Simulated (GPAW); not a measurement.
# WGe2N4 monolayer in an electric field, part 2 of 2

Aim: the dipole that a field along the normal induces in WGe2N4 monolayer.

GPAW 26.7.0; GPAW, PAW setups; layer in a repeated cell with vacuum, relaxation of atoms and in-plane cell (the session's first sound run).

So far. Step 5 (In a field): The dipole is now -0.0359 e Å, against 7.7e-4 in the run without a field.

## Step 8: Field on

Contents of run.py:

```python
import json
import numpy as np
from ase import Atoms
from gpaw import GPAW, PW
from gpaw.external import ConstantElectricField

slab = Atoms(
    ['N', 'Ge', 'N', 'W', 'N', 'Ge', 'N'],
    positions=[
        [0.00000, 0.00000, 9.00000],
        [0.00000, 1.72251, 9.67116],
        [0.00000, 1.72251, 11.56526],
        [-0.00000, -0.00000, 12.79728],
        [-0.00000, 1.72251, 14.02929],
        [0.00000, 1.72251, 15.92340],
        [0.00000, -0.00000, 16.59456]],
    cell=[[2.98348, -0.0, 0.0], [-1.49174, 2.58377, 0.0], [0.0, 0.0, 25.5946]],
    pbc=[True, True, False])

slab.calc = GPAW(mode=PW(500), xc='PBE', kpts={'size': (12, 12, 1), 'gamma': True},
                 occupations={'name': 'fermi-dirac', 'width': 0.05}, nbands='200%',
                 convergence={'density': 1e-05}, maxiter=200,
                 poissonsolver={'dipolelayer': 'xy'},
                 external=ConstantElectricField(0.1, [0, 0, 1]),
                 symmetry={'tolerance': 1e-3}, txt='slab.txt')
result = {}
energy = slab.get_potential_energy()
fermi = slab.calc.get_fermi_level()
v = slab.calc.get_electrostatic_potential().mean((0, 1)) - fermi
n = slab.calc.get_pseudo_density().mean((0, 1))
L = slab.cell[2, 2]
z = np.arange(len(v)) * L / len(v)
low, high = slab.positions[:, 2].min(), slab.positions[:, 2].max()
below, above = np.interp([low - 6.8, high + 6.8], z, v)
slopes = [np.interp(x, z, np.gradient(v, z)) for x in (low - 6.8, high + 6.8)]
eps = np.array([[slab.calc.get_eigenvalues(k, s) for k in range(len(slab.calc.get_ibz_k_points()))]
                for s in range(slab.calc.get_number_of_spins())]) - fermi
top, bottom = eps[eps < 0].max(), eps[eps > 0].min()
dipole = slab.get_dipole_moment()[2]
print(f'energy {energy:.4f} eV, Fermi level {fermi:.4f} eV, dipole {dipole:.5f} e A')
print(f'potential 6.8 A off the faces, from the Fermi level: lower {below:.4f} eV, upper {above:.4f} eV')
print(f'slope of the potential there: lower {slopes[0]:.5f}, upper {slopes[1]:.5f} eV/A')
print(f'nearest levels on the mesh: {top:.4f} and {bottom:.4f} eV')
print('magnetic moment', round(slab.get_magnetic_moment(), 3))
result.update(energy=energy, fermi=fermi, dipole=dipole, below=below, above=above, slopes=slopes, edges=[top, bottom],
              z=z.tolist(), v=v.tolist(), n=n.tolist(), positions=slab.positions.tolist(),
              forces=slab.get_forces(apply_constraint=False).tolist(), moments=slab.get_magnetic_moments().tolist())
json.dump(result, open('result.json', 'w'))
```

The run is started by

```sh
OMP_NUM_THREADS=1 OPENBLAS_NUM_THREADS=1 python run.py
```

It took 4.5 min on 1 thread of Arm Neoverse V1, shared host; peak memory 0.63 GiB.

The dipole is now 0.0359 e Å, against 7.7e-4 in the run without a field.

## Step 9: In a field

Changes to run.py since step 8:

```diff
@@ -23,3 +23,3 @@
                  poissonsolver={'dipolelayer': 'xy'},
-                 external=ConstantElectricField(0.1, [0, 0, 1]),
+                 external=ConstantElectricField(0.2, [0, 0, 1]),
                  symmetry={'tolerance': 1e-3}, txt='slab.txt')
```

Run time: 4.5 min. Hardware: 1 thread; peak memory 0.63 GiB.

The dipole is now 0.0719 e Å, against 7.7e-4 in the run without a field.

## Step 10: In a field

Changes to run.py since step 9:

```diff
@@ -23,3 +23,3 @@
                  poissonsolver={'dipolelayer': 'xy'},
-                 external=ConstantElectricField(0.2, [0, 0, 1]),
+                 external=ConstantElectricField(0.3, [0, 0, 1]),
                  symmetry={'tolerance': 1e-3}, txt='slab.txt')
```

Run time: 4.5 min. Hardware: 1 thread; peak memory 0.63 GiB.

The electrostatic potential energy of an electron (without an applied field's), less the Fermi level, planar mean oscillates, so the rows of the table below give means over windows of 1 Å about each position, cut where the curve ends. Its maxima inside the range that stand out by 2 % of the span (Å: eV): 0.8: 5.99, 10.9: 0.0375, 11.9: -9.25, 13.7: -9.73, 14.7: -1.00. Its minima: 9.7: -23.4, 11.6: -13.0, 12.8: -28.6, 14.0: -13.7, 15.9: -25.1.

Table of electrostatic potential energy of an electron (without an applied field's), less the Fermi level, planar mean by z; means over each step:

```tsv
z (Å)	electrostatic potential energy of an electron (without an applied field's), less the Fermi level, planar mean (eV)
0	5.51
1	5.99
2	5.99
3	5.99
4	5.98
5	5.98
6	5.98
7	5.90
8	4.03
9	-14.7
10	-14.8
11	-3.03
12	-13.1
13	-22.3
14	-9.78
15	-4.52
16	-22.0
17	-7.62
18	3.00
19	3.43
20	3.45
21	3.45
22	3.46
23	3.46
24	3.46
25	3.59
```

The dipole is now 0.108 e Å, against 7.7e-4 in the run without a field.

## Step 11: The series

The members are put on one axis.

This step: induced dipole against applied field (GPAW 26.7.0).

Table of dipole along the normal by field:

```tsv
field (V/Å)	dipole along the normal (e·Å)
-0.200	-0.0719
-0.100	-0.0359
-0.050	-0.0180
0.000	7.7e-4
0.050	0.0180
0.100	0.0359
0.200	0.0719
0.300	0.108
```

## Step 12: What came out

```json
{"work function, upper and lower face (Fermi level placed in the gap by the smearing)": "4.726 and 4.706 eV", "ionisation energy from the upper face (highest filled level on the mesh)": "5.62 eV", "electron affinity from the upper face (lowest empty Kohn-Sham level on the mesh)": "3.89 eV", "dipole along the normal": "7.7e-4 e Å, near the numerical noise", "induced dipole per field": "0.359 e Å per V/Å", "out-of-plane polarisability per area, α/(ε0 A)": "8.43 Å"}
```

The field induces 0.359 e Å per V/Å, a polarisable thickness α/(ε0 A) of 8.43 Å beside 7.59 Å between the outermost nuclei. A perfect conductor would give the distance between its two image planes; a dielectric of thickness t gives t(1 - 1/ε). The levels nearest the Fermi level on the mesh lie 1.73 eV apart, so the slab is gapped there: the smearing puts the Fermi level inside the gap, and from either face the ionisation energy is the work function plus 0.89 eV. Both are Kohn-Sham levels on the mesh, and semilocal gaps are too small, so the affinity tends to come out too large and the ionisation energy too small. The induced dipole is linear in the field over this range. With elements this heavy, spin-orbit coupling can move band edges by tenths of an eV. The small printed dipole stands for a step of -18 meV from the lower to the upper face, and the probes find 20 meV; values this small are near the numerical noise of both. The layer's cell and atoms come from the relaxation; spin-orbit coupling and temperature are left out.

[Logs are printed without paths, hosts, clocks, repeated set-up lines and the standing remarks that a program may print on its own settings, such as how far it seeks lower states.]

[Hosts, paths, dates, database ids (printed as entryN), source tags and the programs' standing remarks are cut or masked in the printed files.]
